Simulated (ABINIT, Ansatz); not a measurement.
# RbIO3 (R3m): one start, several treatments of the self-energy, part 2 of 2

How much does the gap of RbIO3 (R3m) depend on the approximation to the self-energy?

ABINIT 10.8.3; LDA and many-body steps on it, plane waves. Known limits of the many-body steps: not at the basis limit; no spin-orbit coupling; coarse k mesh.

So far. Step 5 (G0W0, Hybertsen-Louie plasmon pole): Against G0W0 in ABINIT (2×2×2 mesh, 78 bands, screening to 114.3 eV, Godby-Needs plasmon pole), the gap moves by +0.107 eV. Step 6 (G0W0, Engel-Farid plasmon pole): Against G0W0 in ABINIT (2×2×2 mesh, 78 bands, screening to 114.3 eV, Godby-Needs plasmon pole), the gap moves by +0.021 eV.

### 7. One-shot COHSEX

This step: one-shot COHSEX on LDA, plane waves, norm-conserving pseudopotentials.

The input, run.abi:

```
acell 3*1.0 Angstrom
rprim 
  3.187728926621 1.840436153888 2.622110720600
  -3.187728926621 1.840436153888 2.622110720600
  -0.000000000000 -3.680872307776 2.622110720600
ntypat 3
znucl 37 53 8
natom 5
typat 1 2 3 3 3
xred 
  0.515642950000 0.515642950000 0.515642950000
  0.001050200000 0.001050200000 0.001050200000
  0.036532590000 0.601941670000 0.036532590000
  0.036532590000 0.036532590000 0.601941670000
  0.601941670000 0.036532590000 0.036532590000
pp_dirpath "pseudos"
pseudos "Rb.upf, I.upf, O.upf"
ecut 36
ngkpt 2 2 2
nshiftk 1
shiftk 0 0 0
kptopt 1
chksymbreak 0
istwfk *1
occopt 1
irdwfk 1
optdriver 4
nband 78
gwcalctyp 7
ecutsigx 36
symsigma 1
nkptgw 2
kptgw 
  0.5000000000 0.5000000000 0.5000000000
  0.0000000000 0.0000000000 0.0000000000
bdgw 
  16 19
  14 20
ecuteps 4.2
irdscr 1
indata_prefix "in"
outdata_prefix "out"
tmpdata_prefix "tmp"
```

On the command line:

```
OMP_NUM_THREADS=1 mpirun -n 4 abinit run.abi > log
```

Numbers of over 12 decimals in the logs are rounded to 6 here.

What it wrote:

```text
.Version 10.8.3 of ABINIT. v10.8.2 released Aug 2026.

 Symmetries : space group R3 m (#160); Bravais hR (rhombohedral)
[... echo of the input left out ...]
== DATASET  1 ==================================================================
-   mpi_nproc: 4, omp_nthreads: 1 (-1 if OMP is not activated)

--- !DatasetInfo
iteration_state: {dtset: 1, }
dimensions: {natom: 5, nkpt: 4, mband: 78, nsppol: 1, nspinor: 1, nspden: 1, mpw: 6444, }
cutoff_energies: {ecut:  36.0, pawecutdg:  -1.0, }
[...]
Band     E0 <VxcDFT>   SigX SigC(E0)      Z dSigC/dE  Sig(E)    E-E0       E
[...]
19   7.945 -16.739 -11.040  -4.764   1.000   0.000 -15.804   0.935   8.879
       20   7.945 -16.739 -11.040  -4.764   1.000   0.000 -15.804   0.935   8.879

== END DATASET(S) ==============================================================
================================================================================

 -outvars: echo values of variables after computation  --------
           etotal      0.0000000000E+00
            nband          78
             nkpt           4
          spgroup         160
 [... the other variables as echoed above ...]

 Calculation completed.
```

Elapsed: 11 s, on 4 MPI ranks of AMD EPYC 7571, shared host; peak memory 0.62 GiB; 43 s of CPU time.

This step gave:

```yaml
quasiparticle_gap_on_the_points_computed: 5.41 eV
starting_gap_on_the_mesh: 2.723 eV
k_of_the_valence_top: 0.5, 0.5, 0.5
k_of_the_conduction_bottom: 0.5, 0.5, 0.5
least_direct_quasiparticle_gap_on_the_computed_points: 5.41 eV
```

Against G0W0 in ABINIT (2×2×2 mesh, 78 bands, screening to 114.3 eV, Godby-Needs plasmon pole), the gap moves by +0.819 eV.

### 8. One-shot Hartree-Fock

This step: one-shot Hartree-Fock on LDA, plane waves, norm-conserving pseudopotentials.

Changes to run.abi since step 7:

```diff
@@ -27,4 +27,4 @@
 optdriver 4
-nband 78
-gwcalctyp 7
+nband 21
+gwcalctyp 5
 ecutsigx 36
@@ -38,4 +38,4 @@
   14 20
-ecuteps 4.2
-irdscr 1
+ixc_sigma 40
+fftgw 31
 indata_prefix "in"
```

What it wrote:

```text
.Version 10.8.3 of ABINIT. v10.8.2 released Aug 2026.

 Symmetries : space group R3 m (#160); Bravais hR (rhombohedral)
[... echo of the input left out ...]
== DATASET  1 ==================================================================
-   mpi_nproc: 4, omp_nthreads: 1 (-1 if OMP is not activated)

--- !DatasetInfo
iteration_state: {dtset: 1, }
dimensions: {natom: 5, nkpt: 4, mband: 21, nsppol: 1, nspinor: 1, nspden: 1, mpw: 6444, }
cutoff_energies: {ecut:  36.0, pawecutdg:  -1.0, }
[...]
Band     E0 <VxcDFT>   SigX SigC(E0)      Z dSigC/dE  Sig(E)    E-E0       E
[...]
19   7.945 -16.739 -11.040   0.000   1.000   0.000 -11.040   5.699  13.644
       20   7.945 -16.739 -11.040   0.000   1.000   0.000 -11.040   5.699  13.644

== END DATASET(S) ==============================================================
================================================================================

 -outvars: echo values of variables after computation  --------
           etotal      0.0000000000E+00
            nband          21
             nkpt           4
          spgroup         160
 [... the other variables as echoed above ...]

 Calculation completed.
```

Run time: 10 s. Hardware: 4 MPI ranks; peak memory 0.59 GiB.

Numbers from this step:

```yaml
quasiparticle_gap_on_the_points_computed: 10.57 eV
starting_gap_on_the_mesh: 2.723 eV
k_of_the_valence_top: 0.5, 0.5, 0.5
k_of_the_conduction_bottom: 0.5, 0.5, 0.5
least_direct_quasiparticle_gap_on_the_computed_points: 10.57 eV
```

Against G0W0 in ABINIT (2×2×2 mesh, 78 bands, screening to 114.3 eV, Godby-Needs plasmon pole), the gap moves by +5.981 eV.

### 9. Screening, 2×2×2 mesh, 78 bands, screening to 114.3 eV

This step: RPA screening on LDA, plane waves, norm-conserving pseudopotentials.

Changes to run.abi since step 8:

```diff
@@ -26,16 +26,14 @@
 irdwfk 1
-optdriver 4
-nband 21
-gwcalctyp 5
-ecutsigx 36
-symsigma 1
-nkptgw 2
-kptgw 
-  0.5000000000 0.5000000000 0.5000000000
-  0.0000000000 0.0000000000 0.0000000000
-bdgw 
-  16 19
-  14 20
-ixc_sigma 40
-fftgw 31
+optdriver 3
+nband 78
+ecuteps 4.2
+inclvkb 2
+awtr 1
+symchi 1
+gwcalctyp 2
+nfreqre 16
+freqremax 40 eV
+nfreqim 8
+spmeth 1
+nomegasf 120
 indata_prefix "in"
```

What it wrote:

```text
.Version 10.8.3 of ABINIT. v10.8.2 released Aug 2026.

 Symmetries : space group R3 m (#160); Bravais hR (rhombohedral)
[... echo of the input left out ...]
== DATASET  1 ==================================================================
-   mpi_nproc: 4, omp_nthreads: 1 (-1 if OMP is not activated)

--- !DatasetInfo
iteration_state: {dtset: 1, }
dimensions: {natom: 5, nkpt: 4, mband: 78, nsppol: 1, nspinor: 1, nspden: 1, mpw: 6444, }
cutoff_energies: {ecut:  36.0, pawecutdg:  -1.0, }
electrons: {nelect:   3.40000000E+01, charge:   0.00000000E+00, occopt:   1.00000000E+00, tsmear:   1.00000000E-02, }

 SCREENING: Calculation of the susceptibility and dielectric matrices

 Based on a program developped by R.W. Godby, V. Olevano, G. Onida, and L. Reining.
 Incorporated in ABINIT by V. Olevano, G.-M. Rignanese, and M. Torrent.
.Using double precision arithmetic ; gwpc =  8

[... cell and pseudopotentials left out ...]
--------------------------------------------------------------------------------

 ==== K-mesh for the wavefunctions ====
 Number of points in the irreducible wedge :     4
[... list of points left out ...]
 Together with  6 symmetry operations and time-reversal symmetry
 yields     8 points in the full Brillouin Zone.

 ==== Q-mesh for the screening function ====
 Number of points in the irreducible wedge :     4
[... list of points left out ...]
 Together with  6 symmetry operations and time-reversal symmetry
 yields     8 points in the full Brillouin Zone.

 setmesh: FFT mesh size selected  =    32x   32x   32
          total number of points  =        32768

 vcoul_init : cutoff-mode = AUXILIARY_FUNCTION
 q-points for optical limit:   1
     1)      0.000010    0.000020    0.000030

- screening: taking advantage of time-reversal symmetry
- Maximum band index for partially occupied states nbvw = 17
- Remaining bands to be divided among processors   nbcw = 61
- Number of bands treated by each node ~15

 Number of electrons calculated from density =   34.0000; Expected =   34.0000
 average of density, n =  0.054586
 r_s =    1.6354
 omega_plasma =   22.5369 [eV]

 calculating chi0 at frequencies [eV] :
  1    0.000000E+00    0.000000E+00
  2    2.666667E+00    0.000000E+00
  3    5.333333E+00    0.000000E+00
[...]
23    0.000000E+00    5.739761E+01
 24    0.000000E+00    8.081646E+01

--------------------------------------------------------------------------------
  q-point number  1        q = ( 0.000000, 0.000000, 0.000000) [r.l.u.]
--------------------------------------------------------------------------------
[... chi0 elements left out ...]
  [... further frequencies ...]

 No. of calculated frequencies >  15, stop printing
 For q-point:  0.000010 0.000020 0.000030
  dielectric constant =   4.0077
  dielectric constant without local fields =   4.7188

  Average fulfillment of the sum rule on Im[epsilon] for q-point    1 :     52.42  [%]
[... wings left out ...]
  q-point number  2        q = ( 0.500000, 0.000000, 0.000000) [r.l.u.]
--------------------------------------------------------------------------------
[... chi0 elements left out ...]
  [... further frequencies ...]

 No. of calculated frequencies >  15, stop printing
  Average fulfillment of the sum rule on Im[epsilon] for q-point    2 :     61.90  [%]

 [... 2 further q-points ...]
```

Run time: 41 s. Hardware: 4 MPI ranks; peak memory 1.1 GiB.

This step gave:

| Property | Result |
| --- | --- |
| ε∞ with local fields, on this mesh, along the program's q direction | 4.008 |
| the same without local fields | 4.719 |
| plasma frequency | 22.54 eV |
| plane waves in the screening matrix | 251 |

### 10. G0W0, contour deformation

This step: G0W0 on LDA, plane waves, norm-conserving pseudopotentials.

Changes to run.abi since step 9:

```diff
@@ -26,14 +26,16 @@
 irdwfk 1
-optdriver 3
+optdriver 4
 nband 78
+gwcalctyp 2
+ecutsigx 36
+symsigma 1
+nkptgw 2
+kptgw 
+  0.5000000000 0.5000000000 0.5000000000
+  0.0000000000 0.0000000000 0.0000000000
+bdgw 
+  16 19
+  14 20
 ecuteps 4.2
-inclvkb 2
-awtr 1
-symchi 1
-gwcalctyp 2
-nfreqre 16
-freqremax 40 eV
-nfreqim 8
-spmeth 1
-nomegasf 120
+irdscr 1
 indata_prefix "in"
```

What it wrote:

```text
.Version 10.8.3 of ABINIT. v10.8.2 released Aug 2026.

 Symmetries : space group R3 m (#160); Bravais hR (rhombohedral)
[... echo of the input left out ...]
== DATASET  1 ==================================================================
-   mpi_nproc: 4, omp_nthreads: 1 (-1 if OMP is not activated)

--- !DatasetInfo
iteration_state: {dtset: 1, }
dimensions: {natom: 5, nkpt: 4, mband: 78, nsppol: 1, nspinor: 1, nspden: 1, mpw: 6444, }
cutoff_energies: {ecut:  36.0, pawecutdg:  -1.0, }
[...]
Band     E0 <VxcDFT>   SigX SigC(E0)      Z dSigC/dE  Sig(E)    E-E0       E
[...]
20   7.945 -16.739 -11.040  -3.166   0.726  -0.377 -14.901   1.839   9.783
       20   0.000   0.000   0.000  -0.045   0.000   0.000  -0.033  -0.033  -0.033

== END DATASET(S) ==============================================================
================================================================================

 -outvars: echo values of variables after computation  --------
           etotal      0.0000000000E+00
            nband          78
             nkpt           4
          spgroup         160
 [... the other variables as echoed above ...]

 Calculation completed.
```

The job ended after 15 s (4 MPI ranks; peak memory 0.82 GiB).

Numbers from this step:

```yaml
g0w0_gap_on_the_points_computed: 4.538 eV
starting_gap_on_the_mesh: 2.723 eV
k_of_the_valence_top: 0.5, 0.5, 0.5
k_of_the_conduction_bottom: 0.5, 0.5, 0.5
least_direct_g0w0_gap_on_the_computed_points: 4.538 eV
```

Against G0W0 in ABINIT (2×2×2 mesh, 78 bands, screening to 114.3 eV, Godby-Needs plasmon pole), the gap moves by −0.053 eV.

### 11. Side by side

Times are wall times on 4 MPI ranks of AMD EPYC 7571, shared host, good to a factor of about two. A run's time includes the screening step that it read.

```
                               run   mesh  bands  screening cutoff (eV)  DFT gap (eV)  gap on the mesh (eV)  direct (eV)  ε∞ used  time
    G0W0, Godby-Needs plasmon pole  2×2×2     78                  114.3         2.723                 4.591        4.591     3.99  52 s
G0W0, Hybertsen-Louie plasmon pole  2×2×2     78                  114.3         2.723                 4.698        4.698     3.99  50 s
    G0W0, Engel-Farid plasmon pole  2×2×2     78                  114.3         2.723                 4.612        4.612     3.99  51 s
                   one-shot COHSEX  2×2×2     78                  114.3         2.723                 5.410        5.410     3.99  46 s
             one-shot Hartree-Fock  2×2×2      -                      -         2.723                10.572       10.572        -  10 s
         G0W0, contour deformation  2×2×2     78                  114.3         2.723                 4.538        4.538     4.01  56 s
```

### 12. Results

```
G0W0, Godby-Needs plasmon pole     : 4.591 eV
G0W0, Hybertsen-Louie plasmon pole : 4.698 eV
G0W0, Engel-Farid plasmon pole     : 4.612 eV
one-shot COHSEX                    : 5.410 eV
one-shot Hartree-Fock              : 10.572 eV
G0W0, contour deformation          : 4.538 eV
known limits                       : not at the basis limit; no spin-orbit coupling; coarse k mesh
```

What this shows: G0W0, Hybertsen-Louie plasmon pole: +0.107 eV against G0W0, Godby-Needs plasmon pole. G0W0, Engel-Farid plasmon pole: +0.021 eV against G0W0, Godby-Needs plasmon pole. One-shot COHSEX: +0.819 eV against G0W0, Godby-Needs plasmon pole. One-shot Hartree-Fock: +5.981 eV against G0W0, Godby-Needs plasmon pole. G0W0, contour deformation: −0.053 eV against G0W0, Godby-Needs plasmon pole. Bare exchange alone opens the gap to 10.57 eV; against G0W0, correlation takes back 5.98 eV. Static COHSEX lies above G0W0: it lacks the factor Z and overstates the Coulomb hole of the filled states. Bands and cutoff are finite, so the gap is not at the basis limit. The miss can reach some tenths of an eV and take either sign; the mesh is an error of its own. In the G0W0 runs levels were corrected at 2 k points alone, so a gap called «on the mesh» is the least over those, and an edge elsewhere would be missed. The 2×2×2 mesh is coarse for this cell, which bears on the long-range parts of exchange and screening. The many-body steps are scalar-relativistic: spin-orbit coupling is not in them.

[Paths, hosts, dates, memory and timing lines, banners, echoed tables and standing remarks are left out of the program output.]

[Logs are printed without paths, hosts, clocks, repeated set-up lines and the standing remarks that a program may print on its own settings, such as how far it seeks lower states.]

[Runs of the session that timed out or met a known fault of the program may be left out.]

[Hosts, paths, dates, database ids (printed as entryN), source tags and the programs' standing remarks are cut or masked in the printed files.]

[G0W0 gaps are taken among the corrected bands and points alone; a level outside them can change the order at an edge.]

[Where Ansatz stands beside ABINIT at settings called matched, ABINIT's density can come from a denser mesh and the files from another edition; pairs whose starting gaps differed by over 0.03 eV were left out, so agreement reads better than it is.]
